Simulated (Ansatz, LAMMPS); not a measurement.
## Structural relaxation of a frame of liquid acetonitrile from 293 K (102 atoms)

Wanted: the relaxed structure of a frame of liquid acetonitrile from 293 K (102 atoms) and its electronic structure.

Program: Ansatz 0.2.0. Level of theory: Kohn-Sham DFT, r2SCAN+D3(BJ), PAW (set soft_2), plane waves. Results are calculated unless marked as measured.

## 1. The structure

The cell holds 102 atoms: 34 C, 17 N and 51 H. Cell: a = 11.382 Å, b = 11.382 Å, c = 11.382 Å, α = 90.0°, β = 90.0°, γ = 90.0°. 17 acetonitrile placed at random, at 0.786 g/cm³; overlaps pushed apart, then 10 ps at 393 K with MMFF94 bonds, angles, torsions, charges and radii (Halgren, J. Comput. Chem. 17, 490 (1996)) in harmonic and 12-6 forms. Snapshot after 20 ps at 293 K and fixed volume.

Before any run, some limits are plain. The network of contacts between molecules at the start is that of the classical potential that made the cell. The density was typed from a rule of thumb and may lie off the real one at this temperature. Sampling is at Γ alone, for a cell whose shortest periodic width is 11 Å.

## 2. How the cell was made

A classical potential makes the cell, at a small fraction of what the same run would cost in DFT.

This step: classical MD, MMFF94 bonds, angles, torsions, charges and radii (Halgren, J. Comput. Chem. 17, 490 (1996)) in harmonic and 12-6 forms (LAMMPS 22 Jul 2025 - Update 4).

The input, in.lmp:

```
# liquid acetonitrile
units real
atom_style full
boundary p p p
bond_style harmonic
angle_style harmonic
dihedral_style opls
improper_style harmonic
special_bonds lj 0 0 0.5 coul 0 0 0.75
read_data data.lmp
neigh_modify delay 0 every 1 check yes one 4000
comm_modify cutoff 12.0
timestep 0.5
thermo_style custom step time temp pe press density
thermo_modify norm yes
# push overlapping molecules apart
pair_style soft 2.6
pair_coeff * * 0.0
variable a equal ramp(1,60)
fix ad all adapt 1 pair soft a * * v_a
velocity all create 393 515145 mom yes dist gaussian
fix lim all nve/limit 0.03
fix lan all langevin 393 393 50 515146 zero yes
thermo 1000
run 3000 post no
unfix ad
pair_style lj/cut/coul/long 9.0
pair_modify mix arithmetic tail yes
pair_coeff 1 1 0.0678 3.3680   # C
pair_coeff 2 2 0.0678 3.5530   # C
pair_coeff 3 3 0.0721 3.3270   # N
pair_coeff 4 4 0.0216 2.5400   # H
kspace_style pppm 1.0e-4
thermo 100
# [... 16 lines left out ...]
compute msd all msd com yes
thermo 5000
fix md all nvt temp 293 293 100
run 20000 post no
print "== T293: mean square displacement over the hold $(c_msd[4]:%.2f) A^2"
unfix md
uncompute msd
write_dump all custom T293.dump id type xs ys zs modify sort id
```

Command:

```console
$ lmp -in in.lmp -log none -nocite
```

Output:

```text
LAMMPS (22 Jul 2025 - Update 4)
Reading data file ...
  orthogonal box = (0 0 0) to (11.38169 11.38169 11.38169)
  102 atoms
  orthogonal box = (0 0 0) to (11.38169 11.38169 11.38169)
  85 bonds
  119 angles
   Step          Time           Temp          PotEng         Press         Density
         0   0              393            0.075534874    3081.978       0.78600014
      1000   500            357.75758      0.93828061     2231.2998      0.78600014
      2000   1000           361.34534      0.84927499     1577.9825      0.78600014
      3000   1500           390.50267      0.93231621     11817.51       0.78600014
Loop time of 0.185207 s on 1 MPI rank(s) for 3000 steps with 102 atoms
PPPM initialization ...
  G vector (1/distance) = 0.28490644
  grid = 6 6 6
  estimated relative force accuracy = 2.7550904e-05
   Step          Time           Temp          PotEng         Press         Density
      3000   1500           390.50267      1.0724748      23946.571      0.78600014
      3100   1550           390.50267     -1.3303784      3540.7776      0.78600014
      3198   1599           390.50267     -1.408691       2611.8614      0.78600014
Loop time of 0.130803 s on 1 MPI rank(s) for 198 steps with 102 atoms
Minimization stats:
  Stopping criterion = energy tolerance
  Energy initial, next-to-last, final =
      1.07247475484962  -1.40868509243515  -1.40869103694108
  Force two-norm initial, final = 523.45515 4.4554672
  Iterations, force evaluations = 198 394
   Step          Time           Temp          PotEng         Press         Density
         0   0              393           -1.408691       2635.1716      0.78600014
      1000   500            404.38673     -0.39294986     2389.761       0.78600014
      2000   1000           357.65155     -0.31816518    -1630.6893      0.78600014
Loop time of 0.512447 s on 1 MPI rank(s) for 2000 steps with 102 atoms
   Step          Time           Temp          PotEng         Press         Density
      2000   1000           357.65155     -0.31816518    -1630.6893      0.78600014
      2500   1500           348.47463     -0.34873933    -1870.6313      0.78600014
[... 4 lines left out ...]
Loop time of 2.67526 s on 1 MPI rank(s) for 10000 steps with 102 atoms
   Step          Time           Temp          PotEng         Press         Density
[... 4 lines left out ...]
Loop time of 1.30312 s on 1 MPI rank(s) for 5000 steps with 102 atoms
   Step          Time           Temp          PotEng         Press         Density
[... 2 lines left out ...]
     25000   24000          235.32797     -0.48709239    -2781.6187      0.78600014
     30000   29000          277.97773     -0.6041472      6469.5089      0.78600014
     35000   34000          347.22223     -0.54666392    -1779.2871      0.78600014
     37000   36000          270.4605      -0.65561975     5400.1019      0.78600014
Loop time of 5.1554 s on 1 MPI rank(s) for 20000 steps with 102 atoms
== T293: mean square displacement over the hold 18.86 A^2
```

Elapsed: 10 s, on 1 thread of Intel Xeon Platinum 8488C (Sapphire Rapids), shared host; peak memory 0.12 GiB.

The input also reads data.lmp (atoms, bonds and types; not printed here).

## 3. Single point at the start

The forces at the start show how far the geometry lies from a minimum of this functional.

The input, input.yaml:

```yaml
crystal:
  lattice:
    - [11.38169, 0.0, 0.0]
    - [0.0, 11.38169, 0.0]
    - [0.0, 0.0, 11.38169]
  atoms:
    - { symbol: C, position: [0.82452, 0.47479, 0.30368] }
    - { symbol: C, position: [0.76767, 0.49946, 0.19085] }
    - { symbol: "N", position: [0.72645, 0.50435, 0.09655] }
    - { symbol: H, position: [0.79747, 0.40018, 0.35433] }
    - { symbol: H, position: [0.81429, 0.55371, 0.36308] }
    - { symbol: H, position: [0.91754, 0.46352, 0.29573] }
    - { symbol: C, position: [0.89695, 0.97826, 0.27359] }
    - { symbol: C, position: [0.87895, 0.07765, 0.20014] }
    - { symbol: "N", position: [0.85863, 0.15675, 0.13873] }
    - { symbol: H, position: [0.80907, 0.94418, 0.29126] }
    - { symbol: H, position: [0.94108, 0.99964, 0.35882] }
    - { symbol: H, position: [0.93381, 0.91358, 0.2211] }
    - { symbol: C, position: [0.31762, 0.1544, 0.24808] }
    - { symbol: C, position: [0.33291, 0.27394, 0.287] }
    - { symbol: "N", position: [0.3326, 0.36924, 0.32249] }
    - { symbol: H, position: [0.24362, 0.10953, 0.29734] }
    - { symbol: H, position: [0.40254, 0.10793, 0.26558] }
    - { symbol: H, position: [0.291, 0.13839, 0.15592] }
    - { symbol: C, position: [0.70764, 0.40282, 0.8248] }
    - { symbol: C, position: [0.6394, 0.51047, 0.81588] }
    - { symbol: "N", position: [0.5884, 0.59995, 0.81762] }
    - { symbol: H, position: [0.70293, 0.34726, 0.74397] }
    - { symbol: H, position: [0.67141, 0.34781, 0.89079] }
    - { symbol: H, position: [0.79415, 0.42675, 0.85122] }
    - { symbol: C, position: [0.47568, 0.67036, 0.13434] }
    - { symbol: C, position: [0.44221, 0.79003, 0.09997] }
    - { symbol: "N", position: [0.39723, 0.88008, 0.07924] }
    - { symbol: H, position: [0.42979, 0.60463, 0.08005] }
    - { symbol: H, position: [0.44931, 0.64803, 0.2265] }
    - { symbol: H, position: [0.57219, 0.66914, 0.1191] }
    - { symbol: C, position: [0.92216, 0.08878, 0.81238] }
    - { symbol: C, position: [0.80756, 0.0572, 0.76952] }
    - { symbol: "N", position: [0.71066, 0.04133, 0.74439] }
    - { symbol: H, position: [0.93071, 0.08182, 0.90828] }
    - { symbol: H, position: [0.94171, 0.17124, 0.76906] }
    - { symbol: H, position: [0.98823, 0.0315, 0.78716] }
    - { symbol: C, position: [0.18273, 0.18088, 0.55538] }
    - { symbol: C, position: [0.16372, 0.06095, 0.60113] }
    - { symbol: "N", position: [0.14503, 0.97328, 0.64538] }
    - { symbol: H, position: [0.15996, 0.19252, 0.46907] }
    - { symbol: H, position: [0.26929, 0.21476, 0.56384] }
    - { symbol: H, position: [0.12976, 0.24377, 0.60597] }
    - { symbol: C, position: [0.75701, 0.82799, 0.96991] }
    - { symbol: C, position: [0.82253, 0.75489, 0.89365] }
    - { symbol: "N", position: [0.88585, 0.70256, 0.83142] }
    - { symbol: H, position: [0.8087, 0.90888, 0.99555] }
    - { symbol: H, position: [0.72705, 0.79073, 0.04821] }
    - { symbol: H, position: [0.67652, 0.85662, 0.93462] }
    - { symbol: C, position: [0.97149, 0.51334, 0.63894] }
    - { symbol: C, position: [0.05036, 0.52987, 0.73162] }
    - { symbol: "N", position: [0.12513, 0.54502, 0.80194] }
    - { symbol: H, position: [0.88657, 0.50364, 0.6731] }
    - { symbol: H, position: [0.0046, 0.44264, 0.58258] }
    - { symbol: H, position: [0.97821, 0.59166, 0.59078] }
    - { symbol: C, position: [0.17443, 0.79093, 0.91421] }
    - { symbol: C, position: [0.18402, 0.7069, 0.00925] }
    - { symbol: "N", position: [0.1843, 0.63859, 0.0853] }
    - { symbol: H, position: [0.23726, 0.78482, 0.84606] }
    - { symbol: H, position: [0.17709, 0.87733, 0.96538] }
    - { symbol: H, position: [0.09164, 0.78744, 0.86564] }
    - { symbol: C, position: [0.43063, 0.94274, 0.74114] }
    - { symbol: C, position: [0.42692, 0.98735, 0.62309] }
    - { symbol: "N", position: [0.42635, 0.01611, 0.52423] }
    - { symbol: H, position: [0.49807, 0.99033, 0.79765] }
    - { symbol: H, position: [0.45562, 0.85028, 0.7496] }
    - { symbol: H, position: [0.34845, 0.95256, 0.78737] }
    - { symbol: C, position: [0.42662, 0.56395, 0.56736] }
    - { symbol: C, position: [0.54949, 0.53928, 0.54431] }
    - { symbol: "N", position: [0.64364, 0.51154, 0.51874] }
    - { symbol: H, position: [0.37651, 0.52859, 0.49478] }
    - { symbol: H, position: [0.40978, 0.66212, 0.57979] }
    - { symbol: H, position: [0.39832, 0.52643, 0.64988] }
    - { symbol: C, position: [0.64311, 0.17993, 0.50953] }
    - { symbol: C, position: [0.76752, 0.2051, 0.51594] }
    - { symbol: "N", position: [0.86504, 0.22936, 0.53513] }
    - { symbol: H, position: [0.61224, 0.17411, 0.60659] }
    - { symbol: H, position: [0.62378, 0.09706, 0.46827] }
    - { symbol: H, position: [0.60119, 0.24398, 0.45024] }
    [... 18 atom lines left out ...]
    - { symbol: C, position: [0.24658, 0.81436, 0.39602] }
    - { symbol: C, position: [0.13881, 0.74798, 0.38241] }
    - { symbol: "N", position: [0.05338, 0.69723, 0.36271] }
    - { symbol: H, position: [0.24169, 0.89982, 0.34901] }
    - { symbol: H, position: [0.32306, 0.76806, 0.36818] }
    - { symbol: H, position: [0.26618, 0.83668, 0.48862] }
kpoints:
  mp_grid: { grid: [1, 1, 1] }
hamiltonian:
  xc: r2scan
  dispersion: d3bj
scf:
  occupations: { method: fixed }
output:
  forces: true
  stress: true
  populations: true
  dos:
    method: { smearing: { sigma: 0.1 } }
    de: 0.1
    projected: { site_lists: { C: [C], H: [H], "N": ["N"] } }
  eigenvalues: true
```

Command:

```console
$ ansatz run input.yaml --threads 4 --pin off --max-ram 8192MiB --backend cpu --events-out ev --progress --plain --runs-dir out
```

Output:

```text
Warning: the engine holds no damping parameters fitted to this dispersion correction and functional, so the run takes those fitted to r2scan beside the three-body term, which d3bj leaves out (hamiltonian.dispersion, under Limitations)
Engine: ansatz 0.2.0, x86_64-unknown-linux-gnu
Pseudopotentials: kind: paw
Pseudopotential: C, paw, valence charge 4, recommended cutoff 500 eV (meta_gga), C.paw.azcp
Pseudopotential: N, paw, valence charge 5, recommended cutoff 500 eV (meta_gga), N.paw.azcp
Pseudopotential: H, paw, valence charge 1, recommended cutoff 500 eV (meta_gga), H.paw.azcp
[... 6 lines on functional and potentials left out ...]
Crystal: 102 atoms, lattice volume = 1474.417 Å³
Basis set: ecut = 500 eV, 37529 PW (Γ), exchange–correlation on 360×360×360 points (64 copies of the dense FFT grid, shifted against one another)
Bands: 238, of which v1, the nominal top of the filled ones, is band 136 counted from 1 (135 counted from 0)
Symmetry: 1 space group operations
Space group: P1 (ITA 1), of the structure as read, at distance tolerance 1.1e-4 Å
k-points: 1
[... 9 lines on functional and potentials left out ...]
Initial density: superposition of atomic densities (neutral atoms: chi_scale 0, normalization atom), corrected by the library's trained network
Initial wavefunctions: pseudopotential atomic-orbital guess
Functional: x = r2scan, c = r2scan; τ floored in thin density (d = 2e-4 eV/Å³)
SCF iter   1: F=—  HF=-15910.232679 eV  |F-HF|=—  |Δ(HF+E_count)|=         —  Δρ=6.66e-3  dr2=7.12e-1  dr2_τ=1.06e1  ethr=1.77e-3  ⟨swp⟩=5.0  Hψ=817  notcnv=0  defer=98
preconditioner: auto → Resta (q_TF=auto, 2.058 Å⁻¹)  ε∞=2.1  [insulator: Δε(μ)=6.357 eV  Ē_g=15.018 eV  n_scr=202 (ndim 8)  ℏωp=15.9 eV  f_vac=0.272  ε∞_Penn≈2.1]
SCF iter   2: F=—  HF=-15908.984474 eV  |F-HF|=—  |Δ(HF+E_count)|=    1.25e0  Δρ=4.26e-3  dr2=1.90e-1  dr2_τ=4.64e-2  ethr=2.62e-4  ⟨swp⟩=3.0  Hψ=416  notcnv=0  defer=100
SCF iter   3: F=—  HF=-15908.952862 eV  |F-HF|=—  |Δ(HF+E_count)|=   3.16e-2  Δρ=1.81e-3  dr2=4.08e-2  dr2_τ=4.39e-3  ethr=6.99e-5  ⟨swp⟩=3.0  Hψ=278  notcnv=0  defer=100
SCF iter   4: F=—  HF=-15908.953729 eV  |F-HF|=—  |Δ(HF+E_count)|=   8.67e-4  Δρ=6.87e-4  dr2=7.69e-3  dr2_τ=2.81e-4  ethr=1.50e-5  ⟨swp⟩=3.0  Hψ=175  notcnv=0  defer=100
SCF iter   5: F=—  HF=-15908.957034 eV  |F-HF|=—  |Δ(HF+E_count)|=   3.30e-3  Δρ=2.87e-4  dr2=1.73e-3  dr2_τ=1.70e-4  ethr=2.83e-6  ⟨swp⟩=3.0  Hψ=279  notcnv=0  defer=100
SCF iter   6: F=—  HF=-15908.957772 eV  |F-HF|=—  |Δ(HF+E_count)|=   7.38e-4  Δρ=1.05e-4  dr2=2.01e-4  dr2_τ=2.18e-5  ethr=6.36e-7  ⟨swp⟩=2.0  Hψ=278  notcnv=0  defer=100
SCF iter   7: F=—  HF=-15908.958171 eV  |F-HF|=—  |Δ(HF+E_count)|=   3.99e-4  Δρ=3.39e-5  dr2=2.59e-5  dr2_τ=3.02e-6  ethr=7.40e-8  ⟨swp⟩=2.0  Hψ=277  notcnv=0  defer=100
SCF iter   8: F=—  HF=-15908.960010 eV  |F-HF|=—  |Δ(HF+E_count)|=   1.84e-3  Δρ=2.06e-5  dr2=8.03e-6  dr2_τ=9.77e-7  ethr=9.51e-9  ⟨swp⟩=2.0  Hψ=374  notcnv=0  defer=100
SCF iter   9: F=—  HF=-15908.960017 eV  |F-HF|=—  |Δ(HF+E_count)|=   6.78e-6  Δρ=7.53e-6  dr2=1.14e-6  dr2_τ=1.22e-7  ethr=2.95e-9  ⟨swp⟩=3.0  Hψ=276  notcnv=0  defer=100
SCF iter  10: F=—  HF=-15908.960020 eV  |F-HF|=—  |Δ(HF+E_count)|=   3.61e-6  Δρ=2.37e-6  dr2=1.51e-7  dr2_τ=1.00e-8  ethr=4.17e-10  ⟨swp⟩=2.0  Hψ=275  notcnv=0  defer=100
SCF iter  11: F=-15908.960021 eV  HF=-15908.960021 eV  |F-HF|=2.61e-8  |Δ(HF+E_count)|=   8.09e-7  Δρ=2.07e-6  dr2=8.28e-8  dr2_τ=8.81e-9  ethr=3.68e-11  ⟨swp⟩=19.0  Hψ=1823  notcnv=0
SCF 1 converged in 11 iterations: F = -15908.960021 eV  dr2 = 8.28e-8
  greatest PAW one-centre occupation: 0.847 electrons in one spin orbital (limit 2), on the N atom at site 38 (counted from 0), in its partial waves of l = 0
SCF converged after 11 iterations
Free energy (F): -15908.960021 eV
Harris-Foulkes:  -15908.960021 eV  (|F-HF|=2.61e-8)
Internal energy: -15908.960021 eV  (E = F + TS)
E sigma→0 (E₀):  -15908.960021 eV
Fermi energy:    -3.803465 eV
--- Per-component energies (eV) ---
  E_band       = -2565.254107
  E_kinetic    = 5897.878018
  E_local      = -18037.775265  (includes V_loc(G=0)·N_el)
  E_nonlocal   = 1813.733215
  E_hartree    = 6176.081986
  E_xc         = -3021.049303
  E_vxc        = -4255.767169  (∫ρ·V_xc dr)
  E_paw        = -5651.087672  (= ΣΔE_a)
  E_vpaw       = -602.591373  (= ΣTr[D̂ρ^β])
  E_aug_tail   = -0.023958  (compensation charges beyond the density's cutoff)
  E_vtau       = 267.131091  (kinetic-family band-sum trace: ∫τ·v_τ [+ j·A + Jᵃ·Aᵃ] dr)
  E_ewald      = -3083.097639
  E_disp       = -2.274498  (pairwise vdW)
  E_core_change = -1.344905  (= ΣΔE_core)
  E_smearing   = -0.000000  (= −TS)
  E_closure    = 0.000000  (closes the sum)
  Σ components = -15908.960021   (vs F -15908.960021, Δ=0.00e0)
--- Forces (eV/Å), atoms counted from 1 ---
  atom   1  C     -0.16349718     2.21381074     0.66358888
  atom   2  C     -0.36179034    -1.15939637    -1.12306049
  atom   3  N      0.76073774     0.26371646     1.89881218
  atom   4  H     -0.90616036    -0.49554259    -0.18492644
  atom   5  H     -0.00515566    -0.93011638    -0.70820213
  atom   6  H      0.74120568     0.14221913    -0.55146718
  atom   7  C     -1.16627368     0.85396540     1.66094992
  atom   8  C     -0.35757885     1.90875942    -0.95874670
  atom   9  N      0.27814887    -0.85819793     0.57338948
  atom  10  H     -0.10031649    -0.04109383     0.41765221
  atom  11  H     -0.18917074    -0.37501250    -1.00596909
  atom  12  H      1.50302338    -1.60164571    -0.61786249
  atom  13  C      0.01263490    -1.63171650     0.25342156
  atom  14  C     -0.98280399     0.46557953    -0.14616243
[...]
atom 101  H      0.48219796    -0.53726832    -0.66035986
  atom 102  H     -0.52768204    -0.10647203    -0.39154485
  max |Σ_I F_I| component: 1.58e-4 eV/Å
--- Stress (GPa, compression-positive) ---
       -0.273943       0.151471      -0.702639
        0.151471      -0.970326      -0.445803
       -0.702639      -0.445803      -1.574031
  P = ⅓ Tr σ = -0.9394 GPa (-9.394 kbar)
--- Band table (eV) ---
  k-point 0: bands = ["-20.4334", "-20.3657", "-20.3573", "-20.1454", [... 222 levels ...], "8.1853", "8.2424", "8.2805", "8.3222", "8.3787", "8.3960", "8.4432", "8.5183", "8.5584", "8.6166", "8.6547", "8.7310"]
--- Löwdin populations: 102 sites ---
  site symbol       q [e]
     0      C      4.4800
     1      C      3.7555
     2      N      5.2496
[...]
101      H      0.7585
  spilling = 0.016196 (of n_electrons = 272.000000)
```

It took 35 s on 4 threads of Intel Xeon Platinum 8488C (Sapphire Rapids), shared host; peak memory 4 GiB; 2.2 min of CPU time.

Notices of the run: dispersion damping borrowed.

Numbers from this run:

```
free energy                                      : -15908.9600 eV
free energy per atom                             : -155.9702 eV/atom
SCF cycles                                       : 11
pressure                                         : -0.9394 GPa
r.m.s. force component                           : 0.926 eV/Å
longest force                                    : 5.171 eV/Å
Fermi energy                                     : -3.803 eV
gap (highest filled to lowest empty level) : 6.334 eV
spilling of the projection                       : 0.0162
```

The r.m.s. force component of 0.93 eV/Å and the pressure of -0.94 GPa set the starting point.

Neighbours are counted within 1.34 Å (H-C), 1.85 Å (C-C), 1.62 Å (C-N).

Length of the force by element and coordination:

```
element  coordination  atoms  mean length of the force (eV/Å)  spread  least  most
      C           all     34                             1.78   0.923  0.328  5.17
      C             2     17                             1.82    1.16  0.328  5.17
      C             4     17                             1.74   0.598  0.558  2.71
      H           all     51                             1.12   0.566  0.276  2.62
      N           all     17                             1.43   0.796  0.236  2.93
```

(Continued in part 2 of 3.)

[Logs are printed without paths, hosts, clocks, repeated set-up lines and the standing remarks that a program may print on its own settings, such as how far it seeks lower states.]

[Hosts, paths, dates, database ids (printed as entryN), source tags and the programs' standing remarks are cut or masked in the printed files.]

[The MMFF94 radii named for the starting cell were scaled by 0.96; in molecules described by MMFF94, hydrogen bound to N, O or S took a small fixed 12-6 site in their place.]
